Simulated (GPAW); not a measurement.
# 1T-SrClI monolayer: simulated STM images

Aim: Tersoff-Hamann images of 1T-SrClI monolayer at several biases.

Program: GPAW 26.7.0. Level of theory: GPAW, PAW setups; layer in a repeated cell with vacuum, relaxation of atoms and in-plane cell, in the first sound run; inputs show where later runs differ. Results are calculated unless marked as measured.

This is a report of a sequence of runs, with most program output left out.

**1. Set-up**

The cell holds 3 atoms: 1 I, 1 Sr and 1 Cl. Cell: a = 4.265 Å, b = 4.265 Å, c = 19.657 Å, α = 90.0°, β = 90.0°, γ = 120.0°. Vacuum lies along c.

**2. Relaxation**

Forces are removed first; all later runs use this geometry.

Contents of run.py:

```python
import json
import numpy as np
from ase import Atoms
from ase.filters import FrechetCellFilter
from ase.optimize import BFGS
from gpaw import GPAW, PW

slab = Atoms(
    ['I', 'Sr', 'Cl'],
    positions=[
        [2.13261, 1.23126, 8.00000],
        [0.00000, 0.00000, 10.14007],
        [-0.00000, 2.46252, 11.65748]],
    cell=[[4.26521, 0.0, 0.0], [-2.13261, 3.69378, 0.0], [0.0, 0.0, 19.6575]],
    pbc=[True, True, True])

slab.calc = GPAW(mode=PW(600), xc='PBE', kpts={'size': (9, 9, 1), 'gamma': True},
                 occupations={'name': 'fermi-dirac', 'width': 0.05}, nbands='160%',
                 convergence={'density': 1e-05}, maxiter=200,
                 symmetry={'tolerance': 1e-3}, txt='slab.txt')
result = {}
# The in-plane cell is free; stress needs a cell that repeats along all three vectors
path = []
opt = BFGS(FrechetCellFilter(slab, mask=[1, 1, 0, 0, 0, 1]), maxstep=0.2)
opt.attach(lambda: path.append((slab.get_potential_energy(), slab.positions.tolist(), slab.get_forces().tolist())))
result['relaxed'] = bool(opt.run(fmax=0.02, steps=45))
result['path'] = path
result['cell'] = slab.cell.tolist()
print('in-plane lattice', slab.cell.cellpar().round(4)[[0, 1, 5]])
energy = slab.get_potential_energy()
fermi = slab.calc.get_fermi_level()
v = slab.calc.get_electrostatic_potential().mean((0, 1)) - fermi
n = slab.calc.get_pseudo_density().mean((0, 1))
L = slab.cell[2, 2]
z = np.arange(len(v)) * L / len(v)
low, high = slab.positions[:, 2].min(), slab.positions[:, 2].max()
below, above = np.interp([low - 5.8, high + 5.8], z, v)
slopes = [np.interp(x, z, np.gradient(v, z)) for x in (low - 5.8, high + 5.8)]
eps = np.array([[slab.calc.get_eigenvalues(k, s) for k in range(len(slab.calc.get_ibz_k_points()))]
                for s in range(slab.calc.get_number_of_spins())]) - fermi
top, bottom = eps[eps < 0].max(), eps[eps > 0].min()
dipole = slab.get_dipole_moment()[2]
print(f'energy {energy:.4f} eV, Fermi level {fermi:.4f} eV, dipole {dipole:.5f} e A')
print(f'potential 5.8 A off the faces, from the Fermi level: lower {below:.4f} eV, upper {above:.4f} eV')
print(f'slope of the potential there: lower {slopes[0]:.5f}, upper {slopes[1]:.5f} eV/A')
print(f'nearest levels on the mesh: {top:.4f} and {bottom:.4f} eV')
print('magnetic moment', round(slab.get_magnetic_moment(), 3))
result.update(energy=energy, fermi=fermi, dipole=dipole, below=below, above=above, slopes=slopes, edges=[top, bottom],
              z=z.tolist(), v=v.tolist(), n=n.tolist(), positions=slab.positions.tolist(),
              forces=slab.get_forces(apply_constraint=False).tolist(), moments=slab.get_magnetic_moments().tolist())
json.dump(result, open('result.json', 'w'))
```

Run with:

```sh
> OMP_NUM_THREADS=1 OPENBLAS_NUM_THREADS=1 python run.py
```

Elapsed: 10 min, on 1 thread of Arm Neoverse V1, shared host; peak memory 0.53 GiB.

Numbers from this step:

```yaml
dipole_along_the_normal: 0.09768 e·Å
levels_nearest_the_fermi_level_on_the_mesh: -2.112, 2.263 eV from the Fermi level
```

Table of electrostatic potential energy of an electron (without an applied field's), less the Fermi level, planar mean by z:

z (Å), electrostatic potential energy of an electron (without an applied field's), less the Fermi level, planar mean (eV) and a bar from the least value:
```
      0.0        4.5 #############################
      0.5        4.6 ##############################
      1.0        4.6 ##############################
      1.5        4.6 ##############################
      2.0        4.6 ##############################
      2.5        4.7 ##############################
      3.0        4.7 ##############################
      3.5        4.7 ##############################
      4.0        4.7 ##############################
      4.5        4.7 ##############################
      5.0        4.8 ##############################
      5.5        4.8 ##############################
      6.0        4.8 ##############################
      6.5        4.6 ##############################
      7.0        3.7 ############################
      7.5       -0.1 ####################
      8.0       -9.2 #
      8.5       -8.7 ##
      9.0       -2.0 ################
      9.5       -3.1 #############
     10.0       -9.5 
     10.5       -7.4 ####
     11.0       -5.3 #########
     11.5       -8.6 ##
     12.0        0.0 ####################
     12.5        3.3 ###########################
     13.0        4.0 ############################
     13.5        4.2 #############################
     14.0        4.2 #############################
     14.5        4.3 #############################
     15.0        4.3 #############################
     15.5        4.3 #############################
     16.0        4.4 #############################
     16.5        4.4 #############################
     17.0        4.4 #############################
     17.5        4.4 #############################
     18.0        4.4 #############################
     18.5        4.5 #############################
     19.0        4.5 #############################
     19.5        4.5 #############################
```

The pseudo valence density, planar mean oscillates, so the rows of the table below give means over windows of 1 Å about each position, cut where the curve ends. Its maxima inside the range that stand out by 2 % of the span (Å: e/Å³): 7.7: 0.213, 8.8: 0.232, 10.2: 0.441. Its minima: 8.2: 0.109, 9.3: 0.179.

Table of pseudo valence density, planar mean by z; means over each step:

```tsv
z (Å)	pseudo valence density, planar mean (e/Å³)
4	1.1e-5
5	2.3e-4
6	0.00439
7	0.0711
8	0.165
9	0.202
10	0.358
11	0.310
12	0.178
13	0.0151
14	5.9e-4
15	2.5e-5
```

The relaxation lowered the energy of the cell by 0.187 eV (energies extrapolated to zero smearing; the optimiser's log prints free energies). The largest force left on a free atom is 0.015 eV/Å.

**3. The slab's potential**

The work function is the vacuum plateau of the electrostatic potential less the Fermi level; a dipole layer lets the two faces have plateaus of their own.

This step: GPAW, PAW setups; slab in vacuum (GPAW 26.7.0).

The cell differs from the one that the last finished run ended in (c 19.657 → 19.226 Å).

Contents of run.py:

```python
import json
import numpy as np
from ase import Atoms
from ase.dft.stm import STM
from gpaw import GPAW, PW

slab = Atoms(
    ['I', 'Sr', 'Cl'],
    positions=[
        [2.30464, 1.33058, 8.00000],
        [0.00000, 0.00000, 9.93245],
        [0.00000, 2.66116, 11.22558]],
    cell=[[4.60926, 0.0, 0.0], [-2.30464, 3.99174, 0.0], [0.0, 0.0, 19.2256]],
    pbc=[True, True, False])

slab.calc = GPAW(mode=PW(400), xc='PBE', kpts={'size': (9, 9, 1), 'gamma': True},
                 occupations={'name': 'fermi-dirac', 'width': 0.05}, nbands='160%',
                 convergence={'density': 1e-05}, maxiter=200,
                 poissonsolver={'dipolelayer': 'xy'},
                 symmetry={'tolerance': 1e-3}, txt='slab.txt')
result = {}
energy = slab.get_potential_energy()
fermi = slab.calc.get_fermi_level()
v = slab.calc.get_electrostatic_potential().mean((0, 1)) - fermi
n = slab.calc.get_pseudo_density().mean((0, 1))
L = slab.cell[2, 2]
z = np.arange(len(v)) * L / len(v)
low, high = slab.positions[:, 2].min(), slab.positions[:, 2].max()
below, above = np.interp([low - 5.8, high + 5.8], z, v)
slopes = [np.interp(x, z, np.gradient(v, z)) for x in (low - 5.8, high + 5.8)]
eps = np.array([[slab.calc.get_eigenvalues(k, s) for k in range(len(slab.calc.get_ibz_k_points()))]
                for s in range(slab.calc.get_number_of_spins())]) - fermi
top, bottom = eps[eps < 0].max(), eps[eps > 0].min()
dipole = slab.get_dipole_moment()[2]
print(f'energy {energy:.4f} eV, Fermi level {fermi:.4f} eV, dipole {dipole:.5f} e A')
print(f'potential 5.8 A off the faces, from the Fermi level: lower {below:.4f} eV, upper {above:.4f} eV')
print(f'slope of the potential there: lower {slopes[0]:.5f}, upper {slopes[1]:.5f} eV/A')
print(f'nearest levels on the mesh: {top:.4f} and {bottom:.4f} eV')
print('magnetic moment', round(slab.get_magnetic_moment(), 3))
result.update(energy=energy, fermi=fermi, dipole=dipole, below=below, above=above, slopes=slopes, edges=[top, bottom],
              z=z.tolist(), v=v.tolist(), n=n.tolist(), positions=slab.positions.tolist(),
              forces=slab.get_forces(apply_constraint=False).tolist(), moments=slab.get_magnetic_moments().tolist())

# Images need the states of the whole zone, up to time reversal
slab.calc = slab.calc.fixed_density(symmetry={'point_group': False}, txt='states.txt', nbands='250%',
                                    convergence={'bands': 'CBM+1.3'})
stm = STM(slab)
result['stm'] = []
for bias in [-1.0, 1.0]:
    height = high + 3.5
    current = stm.get_averaged_current(bias, height)
    x, y, h = stm.scan(bias, current)
    i, f = divmod(height / L * stm.ldos.shape[2], 1)
    I = abs((1 - f) * stm.ldos[:, :, int(i)] + f * stm.ldos[:, :, int(i) + 1])
    print(f'bias {bias} V: mean current at 3.5 A {current:.4e}, corrugation {np.ptp(h):.4f} A')
    result['stm'].append(dict(bias=bias, current=current, h=(h - high).tolist(), I=I.tolist()))
json.dump(result, open('result.json', 'w'))
```

Run time: 2.4 min. Hardware: 1 thread; peak memory 0.47 GiB.

This step gave:

```yaml
dipole_along_the_normal: 0.07651 e·Å
levels_nearest_the_fermi_level_on_the_mesh: -2.228, 2.110 eV from the Fermi level
upper_work_function: 4.012 eV
lower_work_function: 4.763 eV
upper_ionisation_energy: 6.239 eV
```

Table of electrostatic potential energy of an electron (without an applied field's), less the Fermi level, planar mean by z:

z (Å), electrostatic potential energy of an electron (without an applied field's), less the Fermi level, planar mean (eV) and a bar from the least value:
```
        0        4.4 #############################
        1        4.8 ##############################
        2        4.8 ##############################
        3        4.8 ##############################
        4        4.8 ##############################
        5        4.8 ##############################
        6        4.6 ##############################
        7        2.5 ##########################
        8      -11.4 
        9       -1.6 ##################
       10      -10.1 ##
       11       -7.7 #######
       12        1.9 #########################
       13        3.9 ############################
       14        4.0 #############################
       15        4.0 #############################
       16        4.0 #############################
       17        4.0 #############################
       18        4.0 #############################
       19        4.2 #############################
```

The pseudo valence density, planar mean oscillates, so the rows of the table below give means over windows of 1 Å about each position, cut where the curve ends. Its maxima inside the range that stand out by 2 % of the span (Å: e/Å³): 7.5: 0.212, 8.5: 0.233, 10.0: 0.434. Its minima: 7.9: 0.117, 9.0: 0.177.

The pseudo valence density, planar mean by z; means over each step:

```tsv
z (Å)	pseudo valence density, planar mean (e/Å³)
4	2.0e-5
5	4.2e-4
6	0.00866
7	0.107
8	0.169
9	0.212
10	0.377
11	0.293
12	0.130
13	0.00798
14	3.1e-4
15	1.3e-5
```

The layer is gapped, so the Fermi level lies somewhere inside the gap, set by smearing and numerics, and these work functions are no property of the material; the band edges below the vacuum level are. The potential is flat to 2.6e-5 eV/Å where it is read, so the vacuum is wide enough. At -1 and 1 V the search found no usable constant-current contour near the set height, since the window lies inside the gap and carries no current, so the printed corrugation is no image; it is left out.

**4. A changed run**

One more run, with changed settings.

Changes to run.py since step 3:

```diff
@@ -3,3 +3,2 @@
 from ase import Atoms
-from ase.dft.stm import STM
 from gpaw import GPAW, PW
@@ -15,5 +14,5 @@
 
-slab.calc = GPAW(mode=PW(400), xc='PBE', kpts={'size': (9, 9, 1), 'gamma': True},
+slab.calc = GPAW(mode=PW(400), xc='pbe96', kpts={'size': (9, 9, 1), 'gamma': True},
                  occupations={'name': 'fermi-dirac', 'width': 0.05}, nbands='160%',
-                 convergence={'density': 1e-05}, maxiter=200,
+                 convergence={'density': 1e-05}, maxiter=100,
                  poissonsolver={'dipolelayer': 'xy'},
@@ -42,16 +41,2 @@
               forces=slab.get_forces(apply_constraint=False).tolist(), moments=slab.get_magnetic_moments().tolist())
-
-# Images need the states of the whole zone, up to time reversal
-slab.calc = slab.calc.fixed_density(symmetry={'point_group': False}, txt='states.txt', nbands='250%',
-                                    convergence={'bands': 'CBM+1.3'})
-stm = STM(slab)
-result['stm'] = []
-for bias in [-1.0, 1.0]:
-    height = high + 3.5
-    current = stm.get_averaged_current(bias, height)
-    x, y, h = stm.scan(bias, current)
-    i, f = divmod(height / L * stm.ldos.shape[2], 1)
-    I = abs((1 - f) * stm.ldos[:, :, int(i)] + f * stm.ldos[:, :, int(i) + 1])
-    print(f'bias {bias} V: mean current at 3.5 A {current:.4e}, corrugation {np.ptp(h):.4f} A')
-    result['stm'].append(dict(bias=bias, current=current, h=(h - high).tolist(), I=I.tolist()))
 json.dump(result, open('result.json', 'w'))
```

The job ended after 0.87 s (1 thread; peak memory 0.1 GiB).

The program refused the input before any cycle.

The program's message: “NameError: Unknown functional: pbe96.”

The change that led to it: xc = "pbe96".

**5. Summary of results**

```yaml
work_function_upper_and_lower_face_fermi_level_placed_in_the_gap_by_the_smearing: 4.012 and 4.763 eV
ionisation_energy_from_the_upper_face_highest_filled_level_on_the_mesh: 6.24 eV
electron_affinity_from_the_upper_face_lowest_empty_kohn_sham_level_on_the_mesh: 1.90 eV
dipole_along_the_normal: 0.0765 e Å
```

With plane waves and PBE the ionisation energy from the upper face is 6.24 eV and the Kohn-Sham electron affinity 1.90 eV. The two faces differ by 0.75 eV, the step that the slab's dipole makes (e p/(ε0 A) gives 0.75 eV), so the dipole layer is needed. The levels nearest the Fermi level on the mesh lie 4.34 eV apart, so the slab is gapped there: the smearing puts the Fermi level inside the gap, and from either face the ionisation energy is the work function plus 2.2 eV. Both are Kohn-Sham levels on the mesh, and semilocal gaps are too small, so the affinity tends to come out too large and the ionisation energy too small. The starting lattice was a guess from atomic radii; the relaxation moved it by 8 %. With elements this heavy, spin-orbit coupling can move band edges by tenths of an eV. The relaxation of atoms and cell ran in a fully periodic cell without the dipole layer, so the atoms of this polar layer felt a small spurious field. The layer's cell and atoms come from the relaxation; spin-orbit coupling and temperature are left out.

[Logs are printed without paths, hosts, clocks, repeated set-up lines and the standing remarks that a program may print on its own settings, such as how far it seeks lower states.]

[Hosts, paths, dates, database ids (printed as entryN), source tags and the programs' standing remarks are cut or masked in the printed files.]
